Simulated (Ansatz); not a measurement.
In doubt: masses and optical values from hybrid runs of this build are listed as unsure, which bears on the screening that GW takes from such a start.

Two G0W0 runs on CsPbCl3 (Pm-3m).

It takes space group Pm-3m (No. 221, cubic). The conventional cell has a = 5.605 Å, b = 5.605 Å, c = 5.605 Å, α = 90.00°, β = 90.00°, γ = 90.00°. Nearest to Cs lie 12 Cl at 3.96 Å. Nearest to Pb lie 6 Cl at 2.80 Å. Nearest to Cl lie 2 Pb at 2.80 Å and 4 Cs at 3.96 Å. Farther neighbours and most contacts between anions are not listed.

```
Cs Pb Cl
1.0
     5.60500    0.00000    0.00000
     0.00000    5.60500    0.00000
     0.00000    0.00000    5.60500
Cs Pb Cl
1 1 3
Cartesian
  0.0000 0.0000 0.0000
  2.8025 2.8025 2.8025
  2.8025 2.8025 0.0000
  0.0000 2.8025 2.8025
  2.8025 0.0000 2.8025
```

The cell and positions come from the Crystallography Open Database and are kept as given unless a step says otherwise. Spin-orbit coupling is left out unless a run names it. PAW set soft_2, made with PBE.

The first (Ansatz 0.2.0; start HSE06, 4×4×4 mesh, 1047 empty bands, screening to 190 eV; 1 × NVIDIA H100 80GB HBM3 (shared by 3 runs) with 3 threads of AMD EPYC 7R13 (Zen 3), shared host) gave, on its mesh: starting gap 2.60 eV, G0W0 gap 3.71 eV, RPA ε∞ (mean) 3.45, 1.9 min.

The second gave: starting gap 3.25 eV, G0W0 gap 3.92 eV, RPA ε∞ (mean) 3.14, 1.9 min.

Q: What was changed in the input? Choose among start, files, mesh, bands and cutoff, frequency model or another key.

Changed: start from HSE06 to PBE0. A jump of this size in the start, with ε∞ moving the other way, marks another functional. Other changes could give like numbers; this is the one that was made.

Limits: not at the basis limit; no spin-orbit coupling.

[Paths, hosts, dates, memory and timing lines, banners, echoed tables and standing remarks are left out of the program output.]

[Logs are printed without paths, hosts, clocks, repeated set-up lines and the standing remarks that a program may print on its own settings, such as how far it seeks lower states.]

[Runs of the session that timed out or met a known fault of the program may be left out.]

[Cells called generated may have been cut or substituted from an entry of the Crystallography Open Database or the Materials Project.]

[Hosts, paths, dates, database ids (printed as entryN), source tags and the programs' standing remarks are cut or masked in the printed files.]
